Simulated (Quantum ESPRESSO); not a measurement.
# Energy and gap at +3 % biaxial strain: H-SiC-F chair, 1 layer

How the rows were computed: Quantum ESPRESSO 7.5 driven by ASE, PBE, GBRV ultrasoft, ESM (bc1); atomic heights clamped; cell area 8.640 Å² at zero strain.

| strain (%) | energy (meV a cell) | gap on the mesh (eV) |
| --- | --- | --- |
| −3 | 76.06 | 2.637 |
| −1.5 | 18.14 | 2.676 |
| 0 | 0.00 | 2.691 |
| +1.5 | 16.85 | 2.678 |

To predict: What are energy and gap at +3 %, and how stiff is the sheet?

**Worked estimate.** About zero, E'' = (18.14 + 16.85 − 2 × 0.00)/1.5² = 15.55 meV per %² and E' = (16.85 − 18.14)/3 = −0.43 meV per %. With E = A K ε², where K = (C11 + C22)/2 + C12 (C11 + C12 for a hexagonal sheet), K = 15.55 × 10/(2 × 8.640) × 16.02 = 144 N/m. The parabola gives E(+3 %) = 0.00 + 3 × (−0.43) + 4.5 × 15.55 = 68.7 meV. Continuing the last slope, the gap is 2 × 2.678 − 2.691 = 2.665 eV.

**Check.** E = 64.4 meV and the gap 2.636 eV. The parabola misses by +4.3 meV, too high, since bonds soften under tension. The gap's line misses by +0.029 eV.

**Limits.** Clamped heights stiffen sheets with several planes. Semilocal gap, no spin-orbit coupling.
